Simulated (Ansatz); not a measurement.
**Decaying states in the gap of Ba4As2S**

A new crystal, Ba4As2S: structure, gap and complex bands. It is built by putting S for O, Ba for Ca in the Ca4As2O structure of space group I4/mmm, with the volume rescaled by atomic radii. The parent structure comes from the Materials Project.

Method: LDA DFT, plane waves, PAW files, in the first sound run; inputs show where later runs differ, in Ansatz 0.2.0.

The structure was built from a prototype and need not be the compound's stable phase.

### Step 1. Set-up

It takes space group I4/mmm (No. 139, tetragonal). The conventional cell has a = 5.058 Å, b = 5.058 Å, c = 17.140 Å, α = 90.00°, β = 90.00°, γ = 90.00°. Nearest to Ba lie 1 S at 2.94 Å and 5 As at 3.29 to 3.62 Å. Nearest to Ba lie 2 S at 2.53 Å and 4 As at 3.45 Å. Nearest to As lie 9 Ba at 3.29 to 3.62 Å. Nearest to S lie 6 Ba at 2.53 to 2.94 Å. It derives from Ca4As2O. S for O, Ba for Ca in the Ca4As2O structure of space group I4/mmm. Farther neighbours and most contacts between anions are not listed.

Coordinates:

```cif
data_structure
_symmetry_space_group_name_H-M 'P 1'
_symmetry_Int_Tables_number 1
_cell_length_a 9.2863
_cell_length_b 9.2863
_cell_length_c 9.2863
_cell_angle_alpha 148.396
_cell_angle_beta 148.396
_cell_angle_gamma 45.302
_cell_volume 219.22
loop_
_atom_site_label
_atom_site_type_symbol
_atom_site_fract_x
_atom_site_fract_y
_atom_site_fract_z
_atom_site_occupancy
Ba1 Ba 0.67140 0.67140 0.00000 1
Ba2 Ba 0.32860 0.32860 0.00000 1
Ba3 Ba 0.00000 0.50000 0.50000 1
Ba4 Ba 0.50000 0.00000 0.50000 1
As5 As 0.86314 0.86314 0.00000 1
As6 As 0.13686 0.13686 0.00000 1
S7 S 0.50000 0.50000 0.00000 1
```

### Step 2. Relaxing the new crystal

The substituted atoms don't fit the parent's cell, so cell and atoms relax together. A small smearing keeps the run stable in case the gap closes on the way.

input.yaml

```yaml
crystal:
  lattice:
    - [-2.5288234034, 2.5288234034, 8.5700437138]
    - [2.5288234034, -2.5288234034, 8.5700437138]
    - [2.5288234034, 2.5288234034, -8.5700437138]
  atoms:
    - { symbol: Ba, position: [0.6713968, 0.6713968, 0.0] }
    - { symbol: Ba, position: [0.3286032, 0.3286032, 0.0] }
    - { symbol: Ba, position: [0.0, 0.5, 0.5] }
    - { symbol: Ba, position: [0.5, 0.0, 0.5] }
    - { symbol: As, position: [0.86314396, 0.86314396, 0.0] }
    - { symbol: As, position: [0.13685604, 0.13685604, 0.0] }
    - { symbol: S, position: [0.5, 0.5, 0.0] }
kpoints:
  mp_grid: { grid: [6, 6, 6] }
scf:
  occupations: { method: gaussian, width: 0.03 }
hamiltonian:
  xc: lda
output:
  forces: true
  stress: true
relax:
  f_tol: 0.02
  max_steps: 60
  cell: {}
```

The run is started by

```console
> ansatz run input.yaml --threads 2 --pin off --max-ram 4096MiB --backend cpu --events-out ev --progress --plain --runs-dir out
```

Numbers of over 12 decimals in the logs are rounded to 6 here.

The program printed:

```text
basis.fft_grid_basis auto: the FFT boxes are laid along the combinations [[1, 0, 1], [0, 1, 1], [0, 0, 1]] of the cell's own vectors, 5.058, 5.058 and 9.286 Å long. The dense box has 36×36×64 points. Along the cell's own vectors, as sized, it would have 64×64×64, 3.16 times as many. Of the 16 symmetry operations that the crystal satisfies within crystal.symmetry.tolerance (time reversal apart; of a slab, those that k [...]
Engine: ansatz 0.2.0, aarch64-unknown-linux-gnu
Pseudopotentials: kind: paw
Pseudopotential: Ba, paw, valence charge 10, recommended cutoff 420 eV (normal), Ba.paw.azcp
Pseudopotential: As, paw, valence charge 15, recommended cutoff 420 eV (normal), As.paw.azcp
Pseudopotential: S, paw, valence charge 6, recommended cutoff 420 eV (normal), S.paw.azcp
Functional definition: SPW92
  exchange = slater_x
  correlation = pw_c
Crystal: 7 atoms, lattice volume = 219.220 Å³
Basis set: ecut = 420 eV, 4297 PW (Γ), FFT grids on a1+a3, a2+a3, a3
Bands: 46, of which v1, the nominal top of the filled ones, is band 38 counted from 1 (37 counted from 0)
Symmetry: 16 space group operations
Space group: I4/mmm (ITA 139), of the structure as read, at distance tolerance 6.0e-5 Å
k-points: 30 of 216
Non-local potential: Ba, projectors of the file, l = 0: 3, l = 1: 2, l = 2: 2, l = 3: 2
Non-local potential: As, projectors of the file, l = 0: 2, l = 1: 2, l = 2: 3, l = 3: 1
Non-local potential: S, projectors of the file, l = 0: 2, l = 1: 2, l = 2: 2
PAW form: soft (Blöchl's): semilocal exchange-correlation on the pseudo side does not see the compensation charge
PAW frozen core: Ba, regenerated for the run's functional, and the local potential with it (the file was generated under x = pbe(κ = 0.804, μ = 0.219515), c = pbe(β = 0.066725))
PAW frozen core: As, regenerated for the run's functional, and the local potential with it (the file was generated under x = pbe(κ = 0.804, μ = 0.219515), c = pbe(β = 0.066725))
PAW frozen core: S, regenerated for the run's functional, and the local potential with it (the file was generated under x = pbe(κ = 0.804, μ = 0.219515), c = pbe(β = 0.066725))
PAW one-centre angular grid: Ba, 194 points (default); XC on 64 Gauss nodes
PAW one-centre angular grid: As, 590 points (default); XC on 64 Gauss nodes
PAW one-centre angular grid: S, 110 points (default); XC on 64 Gauss nodes
Initial density: superposition of atomic densities (neutral atoms: chi_scale 0, normalization atom), corrected by the library's trained network
Initial wavefunctions: pseudopotential atomic-orbital guess
Functional: x = slater, c = lda
SCF iter   1: F=—  HF=-33541.089523 eV  |F-HF|=—  |Δ(HF+E_count)|=         —  Δρ=4.57e-3  dr2=5.16e-2  ethr=1.77e-3  ⟨swp⟩=10.5  Hψ=7295  notcnv=0  defer=3
preconditioner: auto → Resta (q_TF=auto, 2.287 Å⁻¹)  ε∞=3.7  [insulator: Δε(μ)=0.071 eV  Ē_g=10.646 eV  σ=0.030 eV  W_gap=0.91  n_scr=42 (ndim 8)  ℏωp=17.4 eV  f_vac=0.010  D(μ)=0.34/eV (n_scr^D=0)  ε∞_Penn≈3.7]
SCF iter   2: F=—  HF=-33541.073536 eV  |F-HF|=—  |Δ(HF+E_count)|=   1.60e-2  Δρ=2.38e-3  dr2=9.48e-3  ethr=6.79e-5  ⟨swp⟩=3.3  Hψ=2758  notcnv=0  defer=73
SCF iter   3: F=—  HF=-33541.070870 eV  |F-HF|=—  |Δ(HF+E_count)|=   2.67e-3  Δρ=5.59e-4  dr2=6.29e-4  ethr=1.25e-5  ⟨swp⟩=2.0  Hψ=2223  notcnv=0  defer=73
SCF iter   4: F=—  HF=-33541.070744 eV  |F-HF|=—  |Δ(HF+E_count)|=   1.26e-4  Δρ=1.58e-4  dr2=6.64e-5  ethr=8.27e-7  ⟨swp⟩=2.0  Hψ=2447  notcnv=0  defer=73
SCF iter   5: F=—  HF=-33541.070823 eV  |F-HF|=—  |Δ(HF+E_count)|=   7.85e-5  Δρ=4.47e-5  dr2=9.18e-6  ethr=8.74e-8  ⟨swp⟩=2.0  Hψ=2439  notcnv=0  defer=73
SCF iter   6: F=—  HF=-33541.070822 eV  |F-HF|=—  |Δ(HF+E_count)|=   1.13e-7  Δρ=1.39e-5  dr2=6.18e-7  ethr=1.21e-8  ⟨swp⟩=2.0  Hψ=2439  notcnv=0  defer=73
SCF iter   7: F=-33541.070823 eV  HF=-33541.070823 eV  |F-HF|=3.38e-9  |Δ(HF+E_count)|=   2.21e-7  Δρ=3.95e-6  dr2=6.48e-8  ethr=1.32e-10  ⟨swp⟩=5.0  Hψ=5366  notcnv=0
SCF 1 converged in 7 iterations: F = -33541.070823 eV  dr2 = 6.48e-8
  greatest PAW one-centre occupation: 0.999 electrons in one spin orbital (limit 2), on the As atom at site 5 (counted from 0), in its partial waves of l = 2
relax step   1: F+E_penalty+E_count = -33541.07082264 eV  Δ(F+E_penalty+E_count) = +0.000e0 eV  max|allowed force component| = 1.281e0 eV/Å  Δτ_max = 0.0000 Å  P = +11.219 GPa  Ω = 219.220 Å³  (7 SCF iters, dr2 threshold 1.00e-7 eV, accepted)
Crystal: 7 atoms, lattice volume = 242.998 Å³
Basis set: ecut = 420 eV, 4733 PW (Γ), FFT grids on a1+a3, a2+a3, a3
Initial density: handed on by an earlier stage of this run
Initial wavefunctions: those handed on with the density
iter 1 solved again at ethr=9.73e-4 eV; its pass at ethr=3.10e-3 eV (dr2=7.40e-1 eV) is discarded
SCF iter   1: F=—  HF=-33542.878573 eV  |F-HF|=—  |Δ(HF+E_count)|=         —  Δρ=7.83e-3  dr2=7.45e-1  ethr=9.73e-4  ⟨swp⟩=1.8  Hψ=8886  notcnv=0
preconditioner: auto → Resta (q_TF=auto, 2.248 Å⁻¹)  ε∞=3.5  [insulator: Δε(μ)=0.773 eV  Ē_g=10.503 eV  σ=0.030 eV  W_gap=1.00  n_scr=50 (ndim 8)  ℏωp=16.5 eV  f_vac=0.015  D(μ)=0.00/eV (n_scr^D=0)  ε∞_Penn≈3.5]
SCF iter   2: F=—  HF=-33542.708080 eV  |F-HF|=—  |Δ(HF+E_count)|=   1.70e-1  Δρ=2.04e-3  dr2=2.79e-2  ethr=9.73e-4  ⟨swp⟩=3.6  Hψ=2895  notcnv=0
SCF iter   3: F=—  HF=-33542.699522 eV  |F-HF|=—  |Δ(HF+E_count)|=   8.56e-3  Δρ=1.05e-3  dr2=3.82e-3  ethr=3.67e-5  ⟨swp⟩=3.0  Hψ=3144  notcnv=0  defer=57
SCF iter   4: F=—  HF=-33542.698678 eV  |F-HF|=—  |Δ(HF+E_count)|=   8.43e-4  Δρ=4.75e-4  dr2=9.38e-4  ethr=5.02e-6  ⟨swp⟩=2.0  Hψ=2460  notcnv=0  defer=57
SCF iter   5: F=—  HF=-33542.698462 eV  |F-HF|=—  |Δ(HF+E_count)|=   2.16e-4  Δρ=1.08e-4  dr2=4.67e-5  ethr=1.23e-6  ⟨swp⟩=2.2  Hψ=2474  notcnv=0  defer=57
SCF iter   6: F=—  HF=-33542.698548 eV  |F-HF|=—  |Δ(HF+E_count)|=   8.58e-5  Δρ=4.07e-5  dr2=6.24e-6  ethr=6.15e-8  ⟨swp⟩=3.0  Hψ=2732  notcnv=0  defer=57
SCF iter   7: F=-33542.698549 eV  HF=-33542.698549 eV  |F-HF|=1.16e-8  |Δ(HF+E_count)|=   4.99e-7  Δρ=8.47e-6  dr2=2.94e-7  ethr=9.21e-10  ⟨swp⟩=4.6  Hψ=7398  notcnv=0
SCF 2 converged in 7 iterations: F = -33542.698549 eV  dr2 = 2.94e-7
relax step   2: F+E_penalty+E_count = -33542.69854851 eV  Δ(F+E_penalty+E_count) = -1.628e0 eV  max|allowed force component| = 6.109e-1 eV/Å  Δτ_max = 0.0970 Å  P = +4.182 GPa  Ω = 242.998 Å³  energy of the carried Pulay correction = -1.288e-3 eV  (7 SCF iters, dr2 threshold 7.00e-7 eV, accepted)
Crystal: 7 atoms, lattice volume = 259.303 Å³
Basis set: ecut = 420 eV, 5093 PW (Γ), FFT grids on a1+a3, a2+a3, a3
iter 1 solved again at ethr=4.60e-4 eV; its pass at ethr=3.10e-3 eV (dr2=3.50e-1 eV) is discarded
[...]
SCF iter   4: F=—  HF=-33543.234450 eV  |F-HF|=—  |Δ(HF+E_count)|=   2.26e-4  Δρ=2.84e-4  dr2=4.26e-4  ethr=2.75e-6  ⟨swp⟩=2.0  Hψ=2452  notcnv=0  defer=59
SCF iter   5: F=—  HF=-33543.234477 eV  |F-HF|=—  |Δ(HF+E_count)|=   2.72e-5  Δρ=9.00e-5  dr2=5.38e-5  ethr=5.61e-7  ⟨swp⟩=2.1  Hψ=2463  notcnv=0  defer=59
SCF iter   6: F=—  HF=-33543.234468 eV  |F-HF|=—  |Δ(HF+E_count)|=   9.05e-6  Δρ=3.20e-5  dr2=4.39e-6  ethr=7.08e-8  ⟨swp⟩=2.5  Hψ=2505  notcnv=0  defer=59
SCF iter   7: F=-33543.234468 eV  HF=-33543.234468 eV  |F-HF|=2.06e-7  |Δ(HF+E_count)|=   3.64e-8  Δρ=9.84e-6  dr2=5.69e-7  ethr=9.21e-10  ⟨swp⟩=7.0  Hψ=7456  notcnv=0
SCF 3 converged in 7 iterations: F = -33543.234468 eV  dr2 = 5.69e-7
relax step   3: F+E_penalty+E_count = -33543.23446782 eV  Δ(F+E_penalty+E_count) = -5.359e-1 eV  max|allowed force component| = 1.474e-1 eV/Å  Δτ_max = 0.1023 Å  P = +0.904 GPa  Ω = 259.303 Å³  energy of the carried Pulay correction = -2.098e-3 eV  (7 SCF iters, dr2 threshold 7.00e-7 eV, accepted)
[...]
relax step   4: F+E_penalty+E_count = -33543.30077339 eV  Δ(F+E_penalty+E_count) = -6.631e-2 eV  max|allowed force component| = 4.212e-2 eV/Å  Δτ_max = 0.0472 Å  P = +0.150 GPa  Ω = 264.248 Å³  energy of the carried Pulay correction = -2.333e-3 eV  (7 SCF iters, dr2 threshold 7.00e-7 eV, accepted)
[...]
relax step   5: F+E_penalty+E_count = -33543.29994605 eV  Δ(F+E_penalty+E_count) = +8.273e-4 eV  max|allowed force component| = 1.484e-1 eV/Å  Δτ_max = 0.0290 Å  P = -0.019 GPa  Ω = 265.502 Å³  energy of the carried Pulay correction = -2.392e-3 eV  (6 SCF iters, dr2 threshold 4.02e-7 eV, rejected (line search))
[...]
relax step   6: F+E_penalty+E_count = -33543.30560252 eV  Δ(F+E_penalty+E_count) = -4.829e-3 eV  max|allowed force component| = 6.720e-3 eV/Å  Δτ_max = 0.0086 Å  P = +0.054 GPa  Ω = 264.896 Å³  energy of the carried Pulay correction = -2.364e-3 eV  (9 SCF iters, accepted)
[...]
relax step   7: F+E_penalty+E_count = -33543.30611888 eV  Δ(F+E_penalty+E_count) = -5.164e-4 eV  max|allowed force component| = 9.572e-4 eV/Å  Δτ_max = 0.0052 Å  P = +0.010 GPa  Ω = 265.211 Å³  energy of the carried Pulay correction = -2.378e-3 eV  (6 SCF iters, dr2 threshold 4.18e-8 eV, accepted)
[...]
relax step   8: F+E_penalty+E_count = -33543.31771832 eV  Δ(F+E_penalty+E_count) = -1.160e-2 eV  max|allowed force component| = 7.863e-4 eV/Å  Δτ_max = 0.0000 Å  P = +0.085 GPa  Ω = 265.211 Å³  stress off target by 1.13e-1 GPa  SCF on the basis re-selected at this cell (its energy is not comparable with the rows above)  (6 SCF iters)
[...]
relax step   9: F+E_penalty+E_count = -33543.31792217 eV  Δ(F+E_penalty+E_count) = -2.038e-4 eV  max|allowed force component| = 1.678e-3 eV/Å  Δτ_max = 0.0012 Å  P = +0.001 GPa  Ω = 265.849 Å³  energy of the carried Pulay correction = -2.809e-5 eV  (5 SCF iters, dr2 threshold 3.20e-8 eV, accepted)
iter 1 solved again at ethr=8.19e-7 eV; its pass at ethr=3.10e-3 eV (dr2=6.22e-4 eV) is discarded
SCF iter   1: F=—  HF=-33543.317930 eV  |F-HF|=—  |Δ(HF+E_count)|=         —  Δρ=3.92e-6  dr2=2.81e-8  ethr=8.19e-7  ⟨swp⟩=3.0  Hψ=10411  notcnv=0
eigensolver tolerance schedule: the retry pair's looser diagonalisation over-reported the residual by 22139.33 of it (diagonalisation noise at an unbounded share of the residual, at the tolerance the schedule requests for it); recorded, not acted on — ethr = c·dr2/N_el stays at c = 1.0e-1
preconditioner: auto → Resta (q_TF=auto, 2.214 Å⁻¹)  ε∞=3.3  [insulator: Δε(μ)=0.343 eV  Ē_g=10.430 eV  σ=0.030 eV  W_gap=1.00  n_scr=48 (ndim 8)  ℏωp=15.8 eV  f_vac=0.007  D(μ)=0.00/eV (n_scr^D=0)  ε∞_Penn≈3.3]
SCF iter   2: F=—  HF=-33543.317952 eV  |F-HF|=—  |Δ(HF+E_count)|=   2.19e-5  Δρ=2.43e-6  dr2=2.21e-8  ethr=3.70e-11  ⟨swp⟩=3.8  Hψ=3692  notcnv=0
SCF iter   3: F=—  HF=-33543.317952 eV  |F-HF|=—  |Δ(HF+E_count)|=   1.27e-8  Δρ=1.58e-6  dr2=7.48e-9  ethr=2.91e-11  ⟨swp⟩=2.0  Hψ=2520  notcnv=0
SCF iter   4: F=—  HF=-33543.317952 eV  |F-HF|=—  |Δ(HF+E_count)|=   2.42e-9  Δρ=5.30e-7  dr2=1.03e-9  ethr=9.85e-12  ⟨swp⟩=2.0  Hψ=2520  notcnv=0
SCF iter   5: F=—  HF=-33543.317952 eV  |F-HF|=—  |Δ(HF+E_count)|=  3.64e-10  Δρ=4.56e-7  dr2=4.91e-10  ethr=1.35e-12  ⟨swp⟩=2.0  Hψ=2516  notcnv=0
SCF iter   6: F=—  HF=-33543.317952 eV  |F-HF|=—  |Δ(HF+E_count)|=  4.37e-10  Δρ=2.05e-7  dr2=7.20e-11  ethr=1.00e-12  ⟨swp⟩=2.0  Hψ=2520  notcnv=0
SCF iter   7: F=-33543.317952 eV  HF=-33543.317952 eV  |F-HF|=2.18e-11  |Δ(HF+E_count)|=  6.55e-11  Δρ=7.00e-8  dr2=9.61e-12  ethr=1.00e-12  ⟨swp⟩=5.0  Hψ=5166  notcnv=0
SCF 10 converged in 7 iterations: F = -33543.317952 eV  dr2 = 9.61e-12
relax step  10: F+E_penalty+E_count = -33543.31795212 eV  Δ(F+E_penalty+E_count) = -2.995e-5 eV  max|allowed force component| = 1.609e-3 eV/Å  Δτ_max = 0.0000 Å  P = +0.000 GPa  Ω = 265.849 Å³  stress off target by 7.88e-3 GPa  SCF on the basis re-selected at this cell (its energy is not comparable with the rows above)  (7 SCF iters)
basis re-selected at this cell: Δ(F+E_penalty+E_count) = -2.995e-5 eV, ΔP = -0.000 GPa vs the last step (what re-selecting the basis moved, of the pressure what is left beyond the Pulay correction that the steps carried, after the strain that the cell walked since its last selection, with what the two solves' SCF thresholds leave and, on support functions, any second-order correction that the steps lacked; it is no m [...]
SCF converged after 7 iterations
Free energy (F): -33543.317952 eV
Harris-Foulkes:  -33543.317952 eV  (|F-HF|=2.18e-11)
Internal energy: -33543.317952 eV  (E = F + TS)
E sigma→0 (E₀):  -33543.317952 eV
Fermi energy:    7.164499 eV
--- Per-component energies (eV) ---
  E_band       = -777.128222
  E_kinetic    = 993.795285
  E_local      = -6063.925074  (includes V_loc(G=0)·N_el)
  E_nonlocal   = -1060.425569
  E_hartree    = 2926.683658
  E_xc         = -923.642580
  E_vxc        = -792.727614  (∫ρ·V_xc dr)
  E_paw        = -24307.631995  (= ΣΔE_a)
  E_vpaw       = 292.787202  (= ΣTr[D̂ρ^β])
  E_aug_tail   = 0.000011  (compensation charges beyond the density's cutoff)
  E_ewald      = -5113.605407
  E_core_change = 5.433720  (= ΣΔE_core)
  E_smearing   = -0.000000  (= −TS)
  E_closure    = 0.000000  (closes the sum)
  Σ components = -33543.317952   (vs F -33543.317952, Δ=0.00e0)
--- Forces (eV/Å), atoms counted from 1 ---
  atom   1  Ba     0.00000000     0.00000000     0.00102866
  atom   2  Ba     0.00000000     0.00000000    -0.00102866
  atom   3  Ba     0.00000000    -0.00000000    -0.00000000
  atom   4  Ba     0.00000000     0.00000000     0.00000000
  atom   5  As     0.00000000     0.00000000    -0.00160856
  atom   6  As    -0.00000000     0.00000000     0.00160856
  atom   7  S      0.00000000    -0.00000000    -0.00000000
  max |Σ_I F_I| component: 1.36e-19 eV/Å
--- Stress (GPa, compression-positive) ---
        0.004683       0.000000       0.000000
        0.000000       0.004683      -0.000000
        0.000000      -0.000000      -0.007876
  P = ⅓ Tr σ = 0.0005 GPa (0.005 kbar)
--- Relaxed structure (8 steps of the walk, 7 accepted, 2 SCFs on fresh bases) ---
  F+E_penalty+E_count = -33543.31795212 eV   max|allowed force component| = 1.609e-3 eV/Å   (the final SCF, on the basis selected at the relaxed cell)
  cell:  # Å, volume = 265.8494 Å³
    - [-2.811509, 2.811509, 8.408076]
    - [2.811509, -2.811509, 8.408076]
    - [2.811509, 2.811509, -8.408076]
  atoms:
    - { symbol: Ba, position: [0.685709, 0.685709, 0] }
    - { symbol: Ba, position: [0.314291, 0.314291, 0] }
    - { symbol: Ba, position: [-1.0843773717843205e-19, 0.500000, 0.500000] }
    - { symbol: Ba, position: [0.500000, -1.0843773717843205e-19, 0.500000] }
    - { symbol: As, position: [0.871902, 0.871902, 0] }
    - { symbol: As, position: [0.128098, 0.128098, 0] }
    - { symbol: S, position: [0.5, 0.5, 0] }
```

Elapsed: 100 s, on 2 threads of Arm Neoverse V2, shared host; peak memory 0.68 GiB.

The steps of the relaxation:

```
step  energy less that of the first step (eV)  largest force component (eV/Å)  pressure (GPa)  volume (Å³)
   1                                   0.0000                          1.2813           11.22       219.22
   2                                  -1.6277                          0.6109            4.18       243.00
   3                                  -2.1636                          0.1474            0.90       259.30
   4                                  -2.2300                          0.0421            0.15       264.25
   5                                  -2.2291                          0.1484           -0.02       265.50
   6                                  -2.2348                          0.0067            0.05       264.90
   7                                  -2.2353                          0.0010            0.01       265.21
  8*                                  -2.2469                          0.0008            0.08       265.21
   9                                  -2.2471                          0.0017            0.00       265.85
 10*                                  -2.2471                          0.0016            0.00       265.85
```

Relaxation steps marked * repeat the geometry before them on a plane-wave basis chosen anew for their cell, so energy and pressure can jump there. Relaxation step 5 was tried and not accepted.

Forces are held to the 16 operations that the run works with; a distortion that breaks them can't arise in this run.

```
conventional cell, symmetrised  before   after   change
                         a (Å)   5.058   5.623  +11.2 %
                         b (Å)   5.058   5.623  +11.2 %
                         c (Å)  17.140  16.816   -1.9 %
              volume (Å³/atom)   31.32   37.98  +21.3 %
```

The atoms that moved most (Å, as changes of fractional coordinates times the final cell):

```
atom     dx     dy      dz  length
 Ba1  0.000  0.000   0.241   0.241
 Ba2  0.000  0.000  -0.241   0.241
 As5  0.000  0.000   0.147   0.147
 As6  0.000  0.000  -0.147   0.147
```

Numbers from this step:

- free energy: -33543.3180 eV
- Fermi energy: 7.164 eV
- pressure: 4.97e-4 GPa

The largest force component on a free atom ends at 0.0016 eV/Å.

[end of part 1 of 3]

[Logs are printed without paths, hosts, clocks, repeated set-up lines and the standing remarks that a program may print on its own settings, such as how far it seeks lower states.]

[Hosts, paths, dates, database ids (printed as entryN), source tags and the programs' standing remarks are cut or masked in the printed files.]

[New means built here by substitution; the compound itself may be known and measured.]
